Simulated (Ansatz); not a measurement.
# Lattice dynamics of TaSb (built on the sites of a database entry of TaN), part 2 of 2

Wanted: vibrations and spectra of TaSb (built on the sites of a database entry of TaN); the cell is already relaxed. After the zone centre comes a 3×3×2 q mesh on a 12×12×10 k mesh.

Ansatz 0.2.0; DFT LDA, scalar-relativistic, plane waves, norm-conserving pseudopotentials.

So far. Step 2 (Linear response at the zone centre): Before it was imposed, the acoustic sum rule was missed by 1.4e-4 eV/Å². Small misses are needed for a sound result but don't prove that mesh and cutoff are converged. The lowest optical mode is real, 198 cm⁻¹.

The structure was built from a prototype and need not be the compound's stable phase.

### Step 3. Response at finite wavevector

Stability and thermal properties need the whole zone. Linear response on a 3×3×2 q mesh gives force constants as far as a supercell of that size would.

File input.yaml:

```yaml
crystal:
  lattice:
    - [3.5226379344, 0.0, 0.0]
    - [-1.7613189672, 3.0506939396, 0.0]
    - [0.0, 0.0, 3.7330307281]
  atoms:
    - { symbol: Ta, position: [0.3333333333, 0.6666666667, 0.5] }
    - { symbol: Sb, position: [0.0, 0.0, 0.0] }
kpoints:
  mp_grid: { grid: [12, 12, 10] }
hamiltonian:
  xc: lda
  pseudopotentials: { kind: nc }
scf:
  occupations: { method: methfessel_paxton, width: 0.15 }
output:
  eigenvalues: true
phonons:
  method: dfpt
  qmesh: [3, 3, 2]
  temperatures: { t_max: 1000, t_step: 50 }
  qpath:
    path:
      - [[0.0, 0.0, 0.0], [0.5, 0.0, 0.0], [0.33333333, 0.33333333, 0.0], [0.0, 0.0, 0.0], [0.0, 0.0, 0.5], [0.5, 0.0, 0.5], [0.33333333, 0.33333333, 0.5], [0.0, 0.0, 0.5]]
      - [[0.5, 0.0, 0.5], [0.5, 0.0, 0.0]]
      - [[0.33333333, 0.33333333, 0.5], [0.33333333, 0.33333333, 0.0]]
    npoints: 10
```

On the command line:

```bash
$ ansatz run input.yaml --threads 4 --pin off --max-ram 7168MiB --backend cpu --events-out ev --progress --plain --runs-dir out
```

Numbers of over 12 decimals in the logs are rounded to 6 here.

The program printed:

```text
Warning: phonons: the dynamical matrix that this run interpolates holds no multipole term above the dipole-dipole one, and a site of this crystal is no centre of inversion, so its interpolated transverse optical and acoustic branches and sound speeds can stay off near Gamma, and the density of states and the thermodynamics with them. What a run solves at a wave vector of phonons.qpoints, Gamma apart, where the deck admits one, is free of this, and under fd what a larger phonons.supercell samples
[...]
Crystal: 2 atoms, lattice volume = 40.117 Å³
Basis set: ecut = 1142.878222 eV, 3513 PW (Γ), exchange–correlation on 80×80×90 points (8 copies of the dense FFT grid, shifted against one another)
Bands: 18, of which v1, the nominal top of the filled ones, is band 14 counted from 1 (13 counted from 0)
Symmetry: 12 space group operations
k-points: 114 of 1440 (time reversal used)
[...]
SCF iter   1: F=—  HF=-4241.810772 eV  |F-HF|=—  |Δ(HF+E_count)|=         —  Δρ=4.23e-2  dr2=1.20e0  ethr=3.10e-3  ⟨swp⟩=6.0  Hψ=10689  notcnv=0
[...]
SCF iter  10: F=-4241.392363 eV  HF=-4241.392363 eV  |F-HF|=0.00e0  |Δ(HF+E_count)|=  9.09e-12  S|Δr|=    0.00e0  Δρ=4.47e-8  dr2=8.22e-13  ethr=1.00e-12  ⟨swp⟩=9.0  Hψ=14163  notcnv=0
SCF 1 converged in 10 iterations: F = -4241.392363 eV  dr2 = 8.22e-13
[...]
iter 1 solved again at ethr=2.17e-8 eV; its pass at ethr=3.10e-3 eV (dr2=6.07e-6 eV) is discarded
SCF iter   1: F=—  HF=-4241.392324 eV  |F-HF|=—  |Δ(HF+E_count)|=         —  Δρ=3.15e-7  dr2=2.70e-11  ethr=2.17e-8  ⟨swp⟩=5.6  Hψ=20970  notcnv=0
eigensolver tolerance schedule: the retry pair's looser diagonalisation over-reported the residual by 224763.31 of it (diagonalisation noise at an unbounded share of the residual, at the tolerance the schedule requests for it); recorded, not acted on — ethr = c·dr2/N_el stays at c = 1.0e-1
[...]
SCF iter   2: F=—  HF=-4241.392363 eV  |F-HF|=—  |Δ(HF+E_count)|=   3.90e-5  S|Δr|=    0.00e0  Δρ=2.52e-7  dr2=3.55e-11  ethr=1.00e-12  ⟨swp⟩=4.8  Hψ=7267  notcnv=0
SCF iter   3: F=-4241.392363 eV  HF=-4241.392363 eV  |F-HF|=3.64e-12  |Δ(HF+E_count)|=  9.09e-12  S|Δr|=    0.00e0  Δρ=1.27e-7  dr2=4.55e-12  ethr=1.00e-12  ⟨swp⟩=4.4  Hψ=7775  notcnv=0
SCF 2 converged in 3 iterations: F = -4241.392363 eV  dr2 = 4.55e-12
phonons: the bands overlap, so this run is a metal and interpolates without the dipole-dipole term. If the crystal is really an insulator or semiconductor, its LO-TO splitting is missing
NSCF: frozen V_eff on 114 k-points
WARN: eigensolver did not converge in 8 slots of this pass, the one above among them; of largest residual over every band (k=59): 1 band(s) unlocked (lowest unlocked band 17, counted from 0; max residual 4.06e-3 eV among the unlocked bands, 4.06e-3 eV over every band); of lowest unlocked band (k=0): band 17
[...]
DFPT response loops at q = (0, 0, 0) (fractional): preconditioner auto → Kerker (q_TF=auto, 2.570 Å⁻¹) (partly filled bands, converged f_vac=0.000); β = 1.00, the filter's whole step (`scf.mixing.beta` (0.50) is not read by the response loops under this deck's `scf.mixing.preconditioner`; to damp them name `kerker` or `kerker_dos`, under which they read `scf.mixing.beta`, and type it under 1.00, their step now; both keys bind the ground state too); Broyden in place of MSR1
[...]
SCF converged after 10 iterations
[...]
Free energy (F): -4241.392363 eV
[...]
Internal energy: -4241.392842 eV  (E = F + TS)
E sigma→0 (E₀):  -4241.392483 eV
Entropy (-TS):   0.000479 eV (0.240 meV/atom)
Fermi energy:    16.648615 eV
[...]
--- Band table (eV; the first three rows and the last of 114) ---
  k-point 0: bands = [... 10 lower, 13.8923, 15.0371, 15.0371, 15.7890, 17.8370, 17.8370, 21.7495, 21.7495]
  k-point 1: bands = [... 10 lower, 13.3534, 15.1044, 15.1044, 15.9636, 17.6409, 17.6409, 21.9024, 21.9024]
  k-point 2: bands = [... 10 lower, 12.1594, 15.2918, 15.2918, 16.3795, 17.2186, 17.2186, 22.0039, 22.0039]
  k-point 113: bands = [... 10 lower, 11.3990, 12.2267, 13.6316, 15.8720, 18.1964, 18.8677, 20.5948, 21.3149]
--- Phonons (Γ-DFPT): 4 representative perturbations + reference (Σ response iterations 8) ---
  ASR residual: 1.108e-4 → 0.000e0 eV/Å²; symmetrization residual: 3.508e-6 eV/Å²
  ASR residual per site (eV/Å²): 1.79e-5 1.11e-4
  Γ frequencies (cm⁻¹): 0.00 0.00 0.00 198.06 198.06 215.22
--- Phonons (arbitrary-q DFPT): 6 irreducible q on the 3×3×2 mesh ---
  q = [0.0000, 0.0000, 0.0000] (star 1, of the zone-centre solve; hermiticity 5.66e-7, symmetrization 1.86e-14): -0.00 -0.00 -0.00 198.06 198.06 215.22
  q = [0.0000, 0.0000, -0.5000] (star 1, 4 solved perturbations in 744 linear systems a pass and spin channel, the states on 258 of 1440 k-point pairs; hermiticity 2.48e-12, symmetrization 1.26e-12, the responses' own estimated error 5.0e-4 eV/Å²): 136.46 136.46 144.15 144.15 161.39 200.06
  q = [0.0000, 0.3333, 0.0000] (star 6, 6 solved perturbations on 468 of 1440 k-point pairs; hermiticity 7.75e-7, symmetrization 2.02e-9, the responses' own estimated error 5.1e-4 eV/Å²): 56.51 116.49 118.77 192.10 197.36 206.93
[...]
sum rule: each row above includes the acoustic sum rule's correction from the zone centre's row sums; it moved no ω² by more than (0.50 cm⁻¹)²
  mesh force constants: q→R imaginary residual 0.00e0; ASR residual 1.108e-4 → 0.000e0 eV/Å²; symmetrization residual 1.243e-14 eV/Å²
  interpolated dispersion: 93 rows × 6 modes
  density of states and harmonic sums: on the 21×21×18 q-mesh, interpolated from the force constants of a 3×3×2 supercell (no non-analytic term)
  largest difference from the sums on the solved wave vectors: F 3.77e-2 eV, S 5.21e-5 and C_V 1.43e-5 eV/K
  zero-point energy: 0.055918 eV/cell   skipped modes (ω ≤ 0): 3   left out of the sums: 6.30e-5 of the cell's modes: C_V's classical limit lies that fraction below 3 k_B per atom; for a crystal, a wire or a layer, F and S can be off by more, and a phonons.interpolated_qmesh denser along its periods is the remedy for the sampling
```

The job ended after 8.7 min (4 threads of Arm Neoverse V1, shared host; peak memory 2.7 GiB; 33 min of CPU time).

This step gave:

```
sum-rule residual before enforcement                    : 1.11e-4 eV/Å²
lowest frequency on the path                            : 0 cm⁻¹
highest frequency on the path or at a solved wavevector : 226.1 cm⁻¹
mean frequency                                          : 150.3 cm⁻¹
Debye temperature (second moment)                       : 297 K
logarithmic mean frequency                              : 138.9 cm⁻¹
lowest mode on the q mesh (acoustic modes at Γ apart)   : 56.51 cm⁻¹
zero-point energy per atom                              : 27.96 meV
heat capacity at 300 K                                  : 23.77 J/(mol atoms K)
vibrational entropy at 300 K                            : 35.67 J/(mol atoms K)
```

Frequencies (cm⁻¹) solved at each irreducible wavevector; negative means imaginary. Frequencies by wavevector, by row:

| q in reciprocal lattice units | star | mode 1 | mode 2 | mode 3 | mode 4 | mode 5 | mode 6 |
| --- | --- | --- | --- | --- | --- | --- | --- |
| 0 0 0 | 1 | 0 | 0 | 0 | 198.1 | 198.1 | 215.2 |
| 0 0 -0.5 | 1 | 136.5 | 136.5 | 144.2 | 144.2 | 161.4 | 200.1 |
| 0 0.3333 0 | 6 | 56.5 | 116.5 | 118.8 | 192.1 | 197.4 | 206.9 |
| 0 0.3333 -0.5 | 6 | 79.7 | 104.8 | 140.6 | 158.4 | 214 | 219.9 |
| 0.3333 0.3333 0 | 2 | 86.9 | 133.2 | 164.1 | 184.2 | 186 | 204.7 |
| 0.3333 0.3333 -0.5 | 2 | 71.6 | 82.2 | 128.3 | 184 | 221.8 | 222.4 |

Interpolated from a 3×3×2 q mesh, rough between the solved points. The phonon branches at the labelled points (cm⁻¹):

| point | branch 1 | branch 2 | branch 3 | branch 4 | branch 5 | branch 6 |
| --- | --- | --- | --- | --- | --- | --- |
| Γ | 0 | 0 | 0 | 198 | 198 | 215 |
| halfway | 47 | 94 | 97 | 194 | 196 | 212 |
| M | 64 | 131 | 146 | 191 | 197 | 200 |
| halfway | 76 | 132 | 153 | 189 | 193 | 202 |
| K | 87 | 133 | 164 | 184 | 186 | 205 |
| halfway | 57 | 105 | 106 | 192 | 197 | 210 |
| Γ | 0 | 0 | 0 | 198 | 198 | 215 |
| halfway | 76 | 76 | 105 | 183 | 183 | 212 |
| A | 136 | 136 | 144 | 144 | 161 | 200 |
| halfway | 97 | 113 | 140 | 154 | 202 | 216 |
| L | 61 | 98 | 141 | 163 | 222 | 225 |
| halfway | 66 | 89 | 135 | 174 | 222 | 223 |
| H | 72 | 82 | 128 | 184 | 222 | 222 |
| halfway | 91 | 106 | 138 | 160 | 206 | 218 |
| A | 136 | 136 | 144 | 144 | 161 | 200 |
| jump to L | 61 | 98 | 141 | 163 | 222 | 225 |
| halfway | 87 | 100 | 132 | 183 | 202 | 222 |
| M | 64 | 131 | 146 | 191 | 197 | 200 |
| jump to H | 72 | 82 | 128 | 184 | 222 | 222 |
| halfway | 99 | 107 | 119 | 196 | 208 | 211 |
| K | 87 | 133 | 164 | 184 | 186 | 205 |

The phonon branches as a text plot (rows in cm⁻¹):

```
    221 |                             ************    ***   *
    212 |*****          *********   ***         * *    * *   *
    203 |*    **********    *    *** *           * ***  * **  ***
    193 |**********  ******* *                    *      *** * **
    184 |         ****        **    *       **         ***  *   *
    174 |                          *       *  **   *  *
    165 |          **           * *    ****     **  **          *
    155 |         *              *   **           *
    146 |      ***   *            ***              ***   ***
    137 |     *   *** *         * **********  ********  *      *
    127 |     ****   ***         * **       **     *  **  *** * *
    118 |              *            *             *            *
    108 |    *          *      **    **          *    ** *   **
     99 |   *                        * ****     * *     *     **
     89 |   *      **         *       *    *  ** *      *   **  *
     80 |  *      *  *         *            **  *      * *  *
     71 |        *    ** *             *   *****
     61 |     ***       *     *         ***           *   **
     52 |    *            *
     42 | ***             *  *
     33 |                *   *
     24 |**               **
     14 |*                 *
      5 |                   *
         Γ      M   K       Γ     A      L   H      A|L   M|H   K
```

Tetrahedra on a 21×21×18 mesh, mean over bins of 2 cm-1. Interpolated from a 3×3×2 q mesh, rough between the solved points. The phonon density of states by wavenumber; read off at these points:

| wavenumber (cm⁻¹) | phonon density of states (1/cm⁻¹/cell) |
| --- | --- |
| 5.0 | 2.0e-5 |
| 10.0 | 1.1e-4 |
| 15.0 | 3.0e-4 |
| 20.0 | 6.7e-4 |
| 25.0 | 0.00107 |
| 30.0 | 0.00174 |
| 35.0 | 0.00235 |
| 40.0 | 0.00317 |
| 45.0 | 0.00448 |
| 50.0 | 0.00602 |
| 55.0 | 0.008 |
| 60.0 | 0.0113 |
| 65.0 | 0.0228 |
| 70.0 | 0.0467 |
| 71.0 | 0.0583 |
| 75.0 | 0.0387 |
| 80.0 | 0.0312 |
| 85.0 | 0.0301 |
| 90.0 | 0.0274 |
| 95.0 | 0.0274 |
| 100.0 | 0.0316 |
| 105.0 | 0.0333 |
| 110.0 | 0.0313 |
| 115.0 | 0.0278 |
| 120.0 | 0.0279 |
| 125.0 | 0.0335 |
| 127.0 | 0.0399 |
| 130.0 | 0.0374 |
| 135.0 | 0.0360 |
| 140.0 | 0.0333 |
| 145.0 | 0.0263 |
| 150.0 | 0.0131 |
| 155.0 | 0.00655 |
| 160.0 | 0.00795 |
| 165.0 | 0.0146 |
| 170.0 | 0.0188 |
| 175.0 | 0.0263 |
| 180.0 | 0.0379 |
| 185.0 | 0.0624 |
| 187.0 | 0.079 |
| 190.0 | 0.0708 |
| 195.0 | 0.0753 |
| 200.0 | 0.0268 |
| 205.0 | 0.0328 |
| 210.0 | 0.0365 |
| 215.0 | 0.0657 |
| 220.0 | 0.0768 |
| 223.0 | 0.101 |
| 225.0 | 0.0365 |

The partial phonon density of states has structure finer than the step of the table below, so its rows give means over 10 cm⁻¹, whole bins alone (the curve runs from -10 to 243 cm⁻¹). Peaks (cm⁻¹: height): Sb 72.7: 0.0154, 187.2: 0.0548, 222.1: 0.0531; Ta 72.7: 0.0321, 104.5: 0.0235, 128.3: 0.0332, 137.9: 0.0315, 193.5: 0.0189, 222.1: 0.0278.

Phonopy on the run's constants, 19x19x15 mesh, Gaussian sigma 2.0 cm-1. Interpolated from a 3×3×2 q mesh, rough between the solved points. Partial phonon density of states against wavenumber; means over each step; values in 1/cm⁻¹/cell:

| wavenumber (cm⁻¹) | Sb | Ta |
| --- | --- | --- |
| 0 | 2.2e-5 | 3.3e-5 |
| 10 | 4.6e-5 | 6.8e-5 |
| 20 | 3.6e-4 | 5.3e-4 |
| 30 | 6.1e-4 | 9.5e-4 |
| 40 | 0.00145 | 0.00227 |
| 50 | 0.00228 | 0.00370 |
| 60 | 0.00485 | 0.00876 |
| 70 | 0.0129 | 0.0263 |
| 80 | 0.0105 | 0.0214 |
| 90 | 0.00974 | 0.0194 |
| 100 | 0.0100 | 0.0205 |
| 110 | 0.00897 | 0.0203 |
| 120 | 0.00769 | 0.0223 |
| 130 | 0.00659 | 0.0291 |
| 140 | 0.00446 | 0.0287 |
| 150 | 0.00388 | 0.0124 |
| 160 | 0.00689 | 0.00269 |
| 170 | 0.0156 | 0.00430 |
| 180 | 0.0318 | 0.00871 |
| 190 | 0.0516 | 0.0171 |
| 200 | 0.0314 | 0.0113 |
| 210 | 0.0278 | 0.0126 |
| 220 | 0.0452 | 0.0236 |
| 230 | 0.00533 | 0.00286 |

Second derivatives of the energy by pair, one row for each kind of neighbour of each atom listed. Each entry sums the pair over the periodic images of the supercell that the q mesh stands for, and in a polar crystal it holds the long-range dipole part too. Force constants by pair, by row:

| atom | neighbour | distance (Å) | third of the trace (eV/Å²) | along the pair's line (eV/Å²) |
| --- | --- | --- | --- | --- |
| Ta1 | itself | 0 | 13.24 | – |
| Ta1 | Sb | 2.76 | -1.819 | -5.333 |
| Ta1 | Ta | 3.523 | -0.1136 | 0.0348 |
| Ta1 | Ta | 3.733 | -0.4233 | -0.1969 |
| Ta1 | Sb | 4.475 | -0.0122 | -0.1625 |
| Ta1 | Ta | 5.133 | -0.1898 | -0.3508 |
| Ta1 | Sb | 5.695 | -0.0247 | -0.0421 |
| Ta1 | Ta | 6.101 | 0.0126 | 0.0375 |
| Ta1 | Ta | 7.153 | 0.0546 | 0.0718 |
| Sb2 | itself | 0 | 13.91 | – |
| Sb2 | Ta | 2.76 | -1.819 | -5.333 |
| Sb2 | Sb | 3.523 | -0.3699 | -1.171 |
| Sb2 | Sb | 3.733 | -0.1906 | -1.288 |
| Sb2 | Ta | 4.475 | -0.0122 | -0.1625 |
| Sb2 | Sb | 5.133 | -0.054 | -0.1852 |
| Sb2 | Ta | 5.695 | -0.0247 | -0.0421 |
| Sb2 | Sb | 6.101 | -0.0176 | -0.0075 |
| Sb2 | Sb | 7.153 | -0.0038 | -0.0056 |

Harmonic thermodynamic functions per atom, from the density of states. Interpolated from a 3×3×2 q mesh, rough between the solved points. Thermodynamic functions, by row:

| T (K) | F_vib (meV/atom) | S (J/mol-atom/K) | C_V (J/mol-atom/K) |
| --- | --- | --- | --- |
| 0 | 27.96 | 0 | 0 |
| 50 | 27.41 | 3.682 | 7.891 |
| 100 | 23.28 | 12.33 | 16.96 |
| 200 | 2.77 | 26.27 | 22.43 |
| 300 | -29.6 | 35.67 | 23.77 |
| 400 | -70.31 | 42.58 | 24.27 |
| 500 | -117.4 | 48.03 | 24.51 |
| 600 | -169.5 | 52.51 | 24.64 |
| 700 | -226 | 56.31 | 24.72 |
| 800 | -286.1 | 59.62 | 24.77 |
| 900 | -349.4 | 62.54 | 24.81 |
| 1000 | -415.6 | 65.15 | 24.83 |

Harmonic mean-square displacement, third of the trace. Interpolated from a 3×3×2 q mesh, rough between the solved points. Mean square displacements, by row:

| T (K) | Ta1 U_eq (Å²) | Sb2 U_eq (Å²) |
| --- | --- | --- |
| 0 | 8.40e-4 | 9.60e-4 |
| 100 | 0.00151 | 0.00153 |
| 300 | 0.00398 | 0.00379 |
| 600 | 0.00785 | 0.00741 |

Symmetry leaves 6 wavevectors to solve. The lowest mode among them, the acoustic zeros apart, lies at q = (0, 0.333, 0) and is real, 56.5 cm⁻¹.

### Step 4. Another isotope

An isotope changes the mass and not the force constants, so no new electronic calculation is needed; the shifts show which modes move this element.

The same force constants with the mass of Sb changed from 121.760 to 122.904 u (phonopy, no LO-TO term). Both lists are sorted by frequency; levels can cross, so a row need not hold one and the same mode. Modes under 3 cm⁻¹ are left out. Isotope shifts, by row:

| q | rank | natural mass (cm⁻¹) | changed mass (cm⁻¹) |
| --- | --- | --- | --- |
| 0 0 0 | 4 | 198.1 | 197.5 |
| 0 0 0 | 5 | 198.1 | 197.5 |
| 0 0 0 | 6 | 215.2 | 214.6 |
| 0 0 -0.5 | 1 | 136.5 | 136.5 |
| 0 0 -0.5 | 2 | 136.5 | 136.5 |
| 0 0 -0.5 | 3 | 144.2 | 143.5 |
| 0 0 -0.5 | 4 | 144.2 | 143.5 |
| 0 0 -0.5 | 5 | 161.4 | 161.4 |
| 0 0 -0.5 | 6 | 200.1 | 199.1 |
| 0 0.3333 0 | 1 | 56.51 | 56.41 |
| 0 0.3333 0 | 2 | 116.5 | 116.4 |
| 0 0.3333 0 | 3 | 118.8 | 118.6 |
| 0 0.3333 0 | 4 | 192.1 | 191.5 |
| 0 0.3333 0 | 5 | 197.4 | 196.6 |
| 0 0.3333 0 | 6 | 206.9 | 206.3 |
| 0 0.3333 -0.5 | 1 | 79.71 | 79.62 |
| 0 0.3333 -0.5 | 2 | 104.8 | 104.7 |
| 0 0.3333 -0.5 | 3 | 140.6 | 140.6 |
| 0 0.3333 -0.5 | 4 | 158.4 | 157.7 |
| 0 0.3333 -0.5 | 5 | 214 | 213.4 |
| 0 0.3333 -0.5 | 6 | 219.9 | 219.2 |

A mode of this element alone would shift by -0.47 %. The highest zone-centre frequency without the field goes from 215.2 to 214.6 cm⁻¹ (-0.3 %). The product of the frequency ratios over all optical modes at Γ is 0.992; the product rule, (m/m′)^(3k/2) (M′/M)^(3/2) with k = 1 such atoms and M the mass of the cell, gives 0.992.

### Step 5. Summary of results

```
space group (within 0.01 Å)                             : P-6m2
volume per atom                                         : 20.1 Å³
electronic character                                    : no gap on this mesh
highest optical mode at the zone centre (no LO-TO term) : 215 cm⁻¹
lowest optical zone-centre mode                         : 198 cm⁻¹
lowest mode on the q mesh (acoustic modes at Γ apart)   : 56.5 cm⁻¹
highest frequency on the path or at a solved wavevector : 226 cm⁻¹
zero-point energy per atom                              : 28.0 meV
heat capacity at 300 K                                  : 23.8 J/(mol atoms K)
vibrational entropy at 300 K                            : 35.7 J/(mol atoms K)
Debye temperature (second moment)                       : 297 K
imaginary modes on the 3×3×2 q mesh                     : none
```

In words: The structure is a minimum as far as tested: no mode is imaginary at the 6 irreducible wavevectors of the 3×3×2 mesh, and the softest away from the acoustic zeros lies at 57 cm⁻¹. The optical modes at Γ span 198 to 215 cm⁻¹. The q mesh stands for a supercell only 7.5 Å across, so branches between the solved wavevectors are rough. With no gap, or one that is small against the smearing, the frequencies hang on the k mesh and the smearing, most of all near Kohn anomalies. Spin-orbit coupling is left out, which can matter for the heavy elements here. A phonon run warned that its eigensolver left some bands unconverged in a pass. The starting cell was built on a prototype and not taken from a measurement, so the phase need not exist. These are harmonic frequencies at zero temperature: anharmonic shifts, linewidths and thermal expansion are left out.

[Logs are printed without paths, hosts, clocks, repeated set-up lines and the standing remarks that a program may print on its own settings, such as how far it seeks lower states.]

[Hosts, paths, dates, database ids (printed as entryN), source tags and the programs' standing remarks are cut or masked in the printed files.]
